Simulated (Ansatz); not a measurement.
# Cl on Mo(100): change of the work function, part 5 of 5

Wanted: Δφ(θ) for Cl/Mo(100), starting from the hollow site.

Ansatz 0.2.0; plane-wave DFT, RPBE, Ansatz PAW (the session's first sound run).

So far, work function, upper face (eV): step 2 (the clean slab, RPBE) 3.71; step 7 (the 0.25 ML cell at another level of theory, cutoff 420 eV, functional LDA) 4.50; step 8 (the 0.25 ML cell at another level of theory, cutoff 500 eV, functional r2SCAN) 4.19; step 9 (the 0.25 ML cell at another level of theory, cutoff 420 eV, functional PBEsol) 4.28; step 10 (the 0.25 ML cell at another level of theory, cutoff 1088.46 eV, functional PBE, PBE norm-conserving) 4.20.

## (12) The same run with other settings

This step: plane-wave DFT, RPBE, Ansatz PAW (Ansatz 0.2.0).

System of this step: Cl/Mo(100). The cell holds 6 atoms: 5 Mo and 1 Cl. Its edges and angles: a = 3.150 Å, b = 3.150 Å, c = 25.702 Å, α = 90.0°, β = 90.0°, γ = 90.0°. Vacuum lies along c.

A run with a changed input: it repeats the earlier run at 1 ML with accuracy to medium and kpoints.mp_grid.shift to [0.5, 0.5, 0.0].

The input, input.yaml:

```yaml
crystal:
  lattice:
    - [3.15, 0.0, 0.0]
    - [0.0, 3.15, 0.0]
    - [0.0, 0.0, 25.7019186934]
  atoms:
    - { symbol: Mo, position: [0.0, 0.0, 0.3501684099] }
    - { symbol: Mo, position: [0.5, 0.5, 0.4114478816] }
    - { symbol: Mo, position: [0.0, 0.0, 0.4722565799] }
    - { symbol: Mo, position: [0.5, 0.5, 0.536644325] }
    - { symbol: Mo, position: [0.0, 0.0, 0.5912876859] }
    - { symbol: Cl, position: [0.5, 0.5, 0.6498315901] }
kpoints:
  mp_grid: { grid: [10, 10, 1], shift: [0.5, 0.5, 0.0] }
hamiltonian:
  xc: rpbe
scf:
  occupations: { method: fermi_dirac, width: 0.1 }
  convergence: { dr2_threshold: 1.0e-08 }
efield:
  axis: 3
  dipole_correction: true
  ramp_position: 0.97
  ramp_width: 0.06
relax:
  f_tol: 0.02
  max_steps: 60
  constraints: [{ sites: [0, 1] }]
output:
  bader: true
  write_potential: true
  write_density: true
  volumetric_format: npy
accuracy: medium
```

On the command line:

```sh
$ ansatz run input.yaml --threads 4 --pin off --max-ram 12288MiB --backend cpu --events-out ev --progress --plain --runs-dir out
```

Numbers of over 12 decimals in the logs are rounded to 6 here.

Output:

```text
[...]
Crystal: 6 atoms, lattice volume = 255.027 Å³
Basis set: ecut = 420 eV, 5021 PW (Γ), exchange–correlation on 48×48×360 points (8 copies of the dense FFT grid, shifted against one another)
Bands: 47, of which v1, the nominal top of the filled ones, is band 39 counted from 1 (38 counted from 0)
Symmetry: 8 space group operations
[...]
k-points: 15 of 100
[...]
SCF iter   1: F=—  HF=-25896.174882 eV  |F-HF|=—  |Δ(HF+E_count)|=         —  Δρ=1.30e-2  dr2=8.20e0  ethr=1.77e-3  p=-0.069 e·Å  D=-4.92e-2 V/Å  ΔV_dip=1.26 eV  dr2_dipole=3.08e0  V_vac-E_F(+/−)=4.95/3.69 eV  ⟨swp⟩=8.3  Hψ=3352  notcnv=0
[...]
SCF iter  10: F=-25896.052605 eV  HF=-25896.052605 eV  |F-HF|=9.32e-9  |Δ(HF+E_count)|=   4.25e-8  Δρ=8.86e-7  dr2=3.69e-9  ethr=1.30e-11  p=-0.037 e·Å  D=-2.60e-2 V/Å  ΔV_dip=0.67 eV  dr2_dipole=7.90e-10  V_vac-E_F(+/−)=4.49/3.83 eV  ⟨swp⟩=10.5  Hψ=5363  notcnv=0
SCF 1 converged in 10 iterations: F = -25896.052605 eV  dr2 = 3.69e-9
[...]
relax step   1: F+E_penalty+E_count = -25896.05260509 eV  Δ(F+E_penalty+E_count) = +0.000e0 eV  max|allowed force component| = 1.725e0 eV/Å  Δτ_max = 0.0000 Å  (10 SCF iters, accepted)
[...]
SCF iter  10: F=-25896.349422 eV  HF=-25896.349422 eV  |F-HF|=1.75e-8  |Δ(HF+E_count)|=   3.58e-8  Δρ=1.23e-6  dr2=5.90e-9  ethr=1.30e-11  p=-0.079 e·Å  D=-5.61e-2 V/Å  ΔV_dip=1.44 eV  dr2_dipole=1.94e-10  V_vac-E_F(+/−)=5.25/3.80 eV  ⟨swp⟩=10.3  Hψ=5249  notcnv=0
SCF 2 converged in 10 iterations: F = -25896.349422 eV  dr2 = 5.90e-9
relax step   2: F+E_penalty+E_count = -25896.34942168 eV  Δ(F+E_penalty+E_count) = -2.968e-1 eV  max|allowed force component| = 2.518e-1 eV/Å  Δτ_max = 0.1910 Å  (10 SCF iters, accepted)
[...]
SCF iter  10: F=-25896.393002 eV  HF=-25896.393002 eV  |F-HF|=3.19e-9  |Δ(HF+E_count)|=   5.49e-9  Δρ=6.30e-7  dr2=2.36e-9  ethr=1.30e-11  p=-0.088 e·Å  D=-6.27e-2 V/Å  ΔV_dip=1.61 eV  dr2_dipole=5.52e-10  V_vac-E_F(+/−)=5.38/3.76 eV  ⟨swp⟩=10.1  Hψ=4976  notcnv=0
SCF 3 converged in 10 iterations: F = -25896.393002 eV  dr2 = 2.36e-9
relax step   3: F+E_penalty+E_count = -25896.39300219 eV  Δ(F+E_penalty+E_count) = -4.358e-2 eV  max|allowed force component| = 1.040e-1 eV/Å  Δτ_max = 0.1950 Å  (10 SCF iters, accepted)
[...]
relax step   4: F+E_penalty+E_count = -25896.39541550 eV  Δ(F+E_penalty+E_count) = -2.413e-3 eV  max|allowed force component| = 3.146e-2 eV/Å  Δτ_max = 0.0355 Å  (9 SCF iters, accepted)
SCF iter   1: F=—  HF=-25896.395386 eV  |F-HF|=—  |Δ(HF+E_count)|=         —  Δρ=1.80e-4  dr2=1.51e-4  ethr=5.70e-7  p=-0.086 e·Å  D=-6.08e-2 V/Å  ΔV_dip=1.56 eV  dr2_dipole=7.05e-6  V_vac-E_F(+/−)=5.33/3.77 eV  ⟨swp⟩=2.5  Hψ=1232  notcnv=0
[...]
SCF iter   7: F=-25896.395479 eV  HF=-25896.395479 eV  |F-HF|=5.90e-9  |Δ(HF+E_count)|=   1.33e-8  Δρ=5.60e-7  dr2=9.04e-10  ethr=1.30e-11  p=-0.086 e·Å  D=-6.11e-2 V/Å  ΔV_dip=1.57 eV  dr2_dipole=9.49e-11  V_vac-E_F(+/−)=5.34/3.77 eV  ⟨swp⟩=10.1  Hψ=5016  notcnv=0
SCF 5 converged in 7 iterations: F = -25896.395479 eV  dr2 = 9.04e-10
relax step   5: F+E_penalty+E_count = -25896.39547931 eV  Δ(F+E_penalty+E_count) = -6.380e-5 eV  max|allowed force component| = 3.503e-3 eV/Å  Δτ_max = 0.0025 Å  (7 SCF iters, accepted)
[...]
SCF converged after 7 iterations
Free energy (F): -25896.395479 eV
[...]
Internal energy: -25896.213074 eV  (E = F + TS)
E sigma→0 (E₀):  -25896.304277 eV
Entropy (-TS):   -0.182406 eV (-30.401 meV/atom)
Fermi energy:    4.221641 eV
Dipole field:    D = -0.061099 V/Å  (p = -0.086111 e·Å, saw-weighted, corrected)
Work function:   Φ+ = 5.3399 eV   Φ− = 3.7695 eV
[...]
--- Forces (eV/Å), atoms counted from 1 ---
  atom   1  Mo    -0.00000000     0.00000000     1.22693756
  atom   2  Mo     0.00000000     0.00000000    -1.22624400
  atom   3  Mo     0.00000000     0.00000000    -0.00290930
  atom   4  Mo    -0.00000000     0.00000000     0.00350250
  atom   5  Mo    -0.00000000     0.00000000    -0.00261068
  atom   6  Cl     0.00000000     0.00000000     0.00131492
  max |Σ_I F_I| component: 8.99e-6 eV/Å
--- Band table (eV; the first three rows and the last of 15) ---
  k-point 0: bands = [... 35 lower, 3.4934, 3.6422, 3.7619, 3.8266, 4.2630, 4.4130, 4.6769, 5.1559, ... 4 higher]
  k-point 1: bands = [... 35 lower, 3.4531, 3.5972, 3.7329, 3.8438, 4.3568, 4.7356, 4.8949, 5.0627, ... 4 higher]
  k-point 2: bands = [... 35 lower, 3.3027, 3.4000, 3.5815, 4.0412, 4.5377, 4.9160, 4.9978, 5.1719, ... 4 higher]
  k-point 14: bands = [... 35 lower, 3.7457, 3.9132, 5.2392, 5.7086, 5.8663, 6.1507, 6.1531, 6.2369, ... 4 higher]
--- Relaxed structure (5 steps of the walk, 5 accepted, 0 SCFs on fresh bases) ---
  F+E_penalty+E_count = -25896.39547931 eV   max|allowed force component| = 3.503e-3 eV/Å
  atoms:
    - { symbol: Mo, position: [0.0, 0.0, 0.350168] }
    - { symbol: Mo, position: [0.500000, 0.500000, 0.411448] }
    - { symbol: Mo, position: [0, 0.0, 0.473313] }
    - { symbol: Mo, position: [0.500000, 0.500000, 0.533390] }
    - { symbol: Mo, position: [0, 0.0, 0.596730] }
    - { symbol: Cl, position: [0.500000, 0.500000, 0.663535] }
--- Bader charges: 6 sites ---
  site symbol  charge [e]  shift [e]
     0     Mo     -0.0817     0.0000
     1     Mo      0.0480     0.0000
     2     Mo      0.0612     0.0000
     3     Mo      0.0529     0.0000
     4     Mo      0.4995     0.0000
     5     Cl     -0.5799     0.0000
  estimated error of the sums over rays = 7.6e-4 e
```

The job ended after 31 s (4 threads of Arm Neoverse V1, shared host; peak memory 0.63 GiB; 2.1 min of CPU time).

Relaxation path:

```
step  energy less that of the first step (eV)  largest force component (eV/Å)
   1                                   0.0000                          1.7251
   2                                  -0.2968                          0.2518
   3                                  -0.3404                          0.1040
   4                                  -0.3428                          0.0315
   5                                  -0.3429                          0.0035
```

The run keeps the 8 symmetry operations that it works with, so distortions that break them were not tested.

The atoms that moved most (Å):

```
atom     dx     dy      dz  length
 Cl6  0.000  0.000   0.352   0.352
 Mo5  0.000  0.000   0.140   0.140
 Mo4  0.000  0.000  -0.084   0.084
 Mo3  0.000  0.000   0.027   0.027
```

Final coordinates:

```xyz
6
Lattice="3.1500 0.0000 0.0000 0.0000 3.1500 0.0000 0.0000 0.0000 25.7019" Properties=species:S:1:pos:R:3
Mo    0.0000    0.0000    9.0000
Mo    1.5750    1.5750   10.5750
Mo    0.0000    0.0000   12.1651
Mo    1.5750    1.5750   13.7092
Mo    0.0000    0.0000   15.3371
Cl    1.5750    1.5750   17.0541
```

Numbers from this step:

```yaml
energy_at_zero_smearing: -25896.3043 eV
work_function_upper_face: 5.340 eV
work_function_lower_face: 3.770 eV
dipole_along_the_normal: -0.08611 e·Å
step_between_the_vacuum_levels: 1.570 eV
```

```
                      quantity  this run  earlier run  difference
work function, upper face (eV)     5.340        5.327       0.013
work function, lower face (eV)     3.770        3.799      -0.030
 dipole along the normal (e·Å)  -0.08611     -0.08377     -0.0023
```

What moves beyond 0.01 in its unit (for the dipole 0.5 % and 5e-5 e·Å): dipole along the normal (-0.00235 e·Å), work function, lower face (-0.0295 eV) and work function, upper face (+0.0132 eV).

## (13) A changed input

System of this step: Mo(100). The cell holds 5 atoms: 5 Mo. Its edges and angles: a = 3.150 Å, b = 3.150 Å, c = 24.300 Å, α = 90.0°, β = 90.0°, γ = 90.0°. Vacuum lies along c.

Another changed input: it repeats the earlier run at 0 ML with kpoints.mp_grid.grid from [10, 10, 1] to [8, 8, 1] and kpoints.mp_grid.shift to [0.5, 0.5, 0.0].

input.yaml, the sections that differ from step 12:

```yaml
crystal:
  lattice:
    - [3.15, 0.0, 0.0]
    - [0.0, 3.15, 0.0]
    - [0.0, 0.0, 24.3]
  atoms:
    - { symbol: Mo, position: [0.0, 0.0, 0.3703703704] }
    - { symbol: Mo, position: [0.5, 0.5, 0.4351851852] }
    - { symbol: Mo, position: [0.0, 0.0, 0.5] }
    - { symbol: Mo, position: [0.5, 0.5, 0.5648148148] }
    - { symbol: Mo, position: [0.0, 0.0, 0.6296296296] }
kpoints:
  mp_grid: { grid: [8, 8, 1], shift: [0.5, 0.5, 0.0] }
output:
  write_potential: true
  write_density: true
  volumetric_format: npy
# hamiltonian, scf, efield, relax: as in step 12
# accuracy: removed
```

Output:

```text
[...]
Crystal: 5 atoms, lattice volume = 241.117 Å³
Basis set: ecut = 420 eV, 4761 PW (Γ), exchange–correlation on 48×48×360 points (8 copies of the dense FFT grid, shifted against one another)
Bands: 42, of which v1, the nominal top of the filled ones, is band 35 counted from 1 (34 counted from 0)
Symmetry: 8 space group operations
k-points: 10 of 64
[...]
SCF iter   1: F=—  HF=-24811.194591 eV  |F-HF|=—  |Δ(HF+E_count)|=         —  Δρ=7.91e-3  dr2=4.94e-1  ethr=1.77e-3  p=0.000 e·Å  D=1.23e-14 V/Å  ΔV_dip=-0.00 eV  dr2_dipole=5.26e-8  V_vac-E_F(+/−)=3.93/3.93 eV  ⟨swp⟩=8.1  Hψ=1978  notcnv=0
[...]
SCF iter  10: F=-24811.160113 eV  HF=-24811.160113 eV  |F-HF|=1.50e-9  |Δ(HF+E_count)|=   5.97e-9  Δρ=7.15e-7  dr2=4.31e-9  ethr=1.43e-11  p=0.000 e·Å  D=5.46e-9 V/Å  ΔV_dip=-0.00 eV  dr2_dipole=6.77e-14  V_vac-E_F(+/−)=3.80/3.80 eV  ⟨swp⟩=9.8  Hψ=2844  notcnv=0
SCF 1 converged in 10 iterations: F = -24811.160113 eV  dr2 = 4.31e-9
[...]
relax step   1: F+E_penalty+E_count = -24811.16011320 eV  Δ(F+E_penalty+E_count) = +0.000e0 eV  max|allowed force component| = 1.187e0 eV/Å  Δτ_max = 0.0000 Å  (10 SCF iters, accepted)
[...]
SCF iter   1: F=—  HF=-24811.219454 eV  |F-HF|=—  |Δ(HF+E_count)|=         —  Δρ=1.38e-2  dr2=3.95e0  ethr=3.10e-3  p=-0.000 e·Å  D=-2.60e-7 V/Å  ΔV_dip=0.00 eV  dr2_dipole=1.26e0  V_vac-E_F(+/−)=3.85/3.85 eV  ⟨swp⟩=5.8  Hψ=1087  notcnv=0
[...]
SCF iter  10: F=-24811.133017 eV  HF=-24811.133017 eV  |F-HF|=6.69e-10  |Δ(HF+E_count)|=   2.20e-8  Δρ=9.41e-7  dr2=6.14e-9  ethr=1.43e-11  p=0.001 e·Å  D=8.60e-4 V/Å  ΔV_dip=-0.02 eV  dr2_dipole=2.11e-10  V_vac-E_F(+/−)=3.79/3.81 eV  ⟨swp⟩=7.8  Hψ=3148  notcnv=0
SCF 2 converged in 10 iterations: F = -24811.133017 eV  dr2 = 6.14e-9
[...]
relax step   2: F+E_penalty+E_count = -24811.13301681 eV  Δ(F+E_penalty+E_count) = +2.710e-2 eV  max|allowed force component| = 1.441e0 eV/Å  Δτ_max = 0.1695 Å  (10 SCF iters, rejected (line search))
[...]
SCF iter  10: F=-24811.252259 eV  HF=-24811.252259 eV  |F-HF|=1.80e-9  |Δ(HF+E_count)|=   1.53e-8  Δρ=5.57e-7  dr2=1.59e-9  ethr=1.43e-11  p=0.006 e·Å  D=4.25e-3 V/Å  ΔV_dip=-0.10 eV  dr2_dipole=8.43e-12  V_vac-E_F(+/−)=3.73/3.83 eV  ⟨swp⟩=9.7  Hψ=2770  notcnv=0
SCF 3 converged in 10 iterations: F = -24811.252259 eV  dr2 = 1.59e-9
relax step   3: F+E_penalty+E_count = -24811.25225936 eV  Δ(F+E_penalty+E_count) = -9.215e-2 eV  max|allowed force component| = 9.630e-2 eV/Å  Δτ_max = 0.0825 Å  (10 SCF iters, accepted)
[...]
relax step   4: F+E_penalty+E_count = -24811.25295357 eV  Δ(F+E_penalty+E_count) = -6.942e-4 eV  max|allowed force component| = 2.630e-2 eV/Å  Δτ_max = 0.0231 Å  (8 SCF iters, accepted)
[...]
relax step   5: F+E_penalty+E_count = -24811.25313175 eV  Δ(F+E_penalty+E_count) = -1.782e-4 eV  max|allowed force component| = 2.047e-2 eV/Å  Δτ_max = 0.0106 Å  (8 SCF iters, accepted)
SCF iter   1: F=—  HF=-24811.252860 eV  |F-HF|=—  |Δ(HF+E_count)|=         —  Δρ=2.72e-4  dr2=1.46e-3  ethr=1.42e-5  p=0.006 e·Å  D=4.62e-3 V/Å  ΔV_dip=-0.11 eV  dr2_dipole=4.42e-4  V_vac-E_F(+/−)=3.73/3.84 eV  ⟨swp⟩=1.2  Hψ=582  notcnv=0
[...]
SCF iter   7: F=-24811.253162 eV  HF=-24811.253162 eV  |F-HF|=1.41e-9  |Δ(HF+E_count)|=   1.10e-8  Δρ=6.40e-7  dr2=2.99e-9  ethr=1.43e-11  p=0.006 e·Å  D=4.59e-3 V/Å  ΔV_dip=-0.11 eV  dr2_dipole=7.50e-11  V_vac-E_F(+/−)=3.73/3.84 eV  ⟨swp⟩=10.0  Hψ=2917  notcnv=0
SCF 6 converged in 7 iterations: F = -24811.253162 eV  dr2 = 2.99e-9
relax step   6: F+E_penalty+E_count = -24811.25316167 eV  Δ(F+E_penalty+E_count) = -2.992e-5 eV  max|allowed force component| = 4.289e-4 eV/Å  Δτ_max = 0.0024 Å  (7 SCF iters, accepted)
[...]
SCF converged after 7 iterations
Free energy (F): -24811.253162 eV
[...]
Internal energy: -24810.998751 eV  (E = F + TS)
E sigma→0 (E₀):  -24811.125957 eV
Entropy (-TS):   -0.254410 eV (-50.882 meV/atom)
Fermi energy:    4.365765 eV
Dipole field:    D = 0.004579 V/Å  (p = 0.006102 e·Å, saw-weighted, corrected)
Work function:   Φ+ = 3.7294 eV   Φ− = 3.8407 eV
[...]
--- Forces (eV/Å), atoms counted from 1 ---
  atom   1  Mo     0.00000000     0.00000000     0.87039383
  atom   2  Mo     0.00000000     0.00000000    -0.86998976
  atom   3  Mo    -0.00000000     0.00000000    -0.00032689
  atom   4  Mo    -0.00000000     0.00000000    -0.00042892
  atom   5  Mo     0.00000000     0.00000000     0.00033871
  max |Σ_I F_I| component: 1.30e-5 eV/Å
--- Band table (eV; the first three rows and the last of 10) ---
  k-point 0: bands = [... 31 lower, 3.6316, 3.6542, 3.8012, 4.0565, 4.2462, 4.3768, 4.6549, 4.8828, ... 3 higher]
  k-point 1: bands = [... 31 lower, 3.1810, 3.6116, 3.7038, 3.8079, 4.4003, 4.8991, 4.9382, 5.1536, ... 3 higher]
  k-point 2: bands = [... 31 lower, 3.2247, 3.3969, 3.6748, 3.7859, 4.4798, 4.7576, 5.1962, 5.3618, ... 3 higher]
  k-point 9: bands = [... 31 lower, 3.4758, 3.5522, 5.6014, 5.6860, 5.7427, 5.8442, 5.9969, 6.3027, ... 3 higher]
--- Relaxed structure (6 steps of the walk, 5 accepted, 0 SCFs on fresh bases) ---
  F+E_penalty+E_count = -24811.25316167 eV   max|allowed force component| = 4.289e-4 eV/Å
  atoms:
    - { symbol: Mo, position: [0.0, 0.0, 0.3703703704] }
    - { symbol: Mo, position: [0.5, 0.5, 0.4351851852] }
    - { symbol: Mo, position: [0, 0.0, 0.499611] }
    - { symbol: Mo, position: [0.5, 0.5, 0.567720] }
    - { symbol: Mo, position: [0, 0.0, 0.625655] }
```

Elapsed: 16 s, on 4 threads; peak memory 0.53 GiB; 61 s of CPU time.

```
                      quantity  this run  earlier run  difference
work function, upper face (eV)     3.729        3.715       0.015
work function, lower face (eV)     3.841        3.811       0.030
 dipole along the normal (e·Å)  0.006102     0.005284      8.2e-4
```

What moves beyond 0.01 in its unit (for the dipole 0.5 % and 5e-5 e·Å): dipole along the normal (+0.000818 e·Å), work function, lower face (+0.0295 eV) and work function, upper face (+0.0146 eV).

The change shows in the results, which are not taken further.

## (14) Outcome

* work function of the clean face: 3.71 eV
* work function at 0.25 ML: 4.06 eV
* work function at 0.5 ML: 4.62 eV
* work function at 1 ML: 5.33 eV
* dipole per adsorbate at 0.25 ML, positive end outwards: -0.36 D

**Reading.** Cl raises the work function of Mo(100) at the lowest coverage, by 0.34 eV: the adsorbate layer has its negative end outwards. The slab has 5 layers, at the tabulated experimental lattice constant, one starting site was run, and quantum-size effects of a slab this thin can reach one or two tenths of an eV.

[Logs are printed without paths, hosts, clocks, repeated set-up lines and the standing remarks that a program may print on its own settings, such as how far it seeks lower states.]

[Hosts, paths, dates, database ids (printed as entryN), source tags and the programs' standing remarks are cut or masked in the printed files.]

[Maps of the electrostatic potential energy from Ansatz leave out the sawtooth potential of an applied field or a dipole correction, so their vacuum need not be flat; planar profiles and work functions include it.]
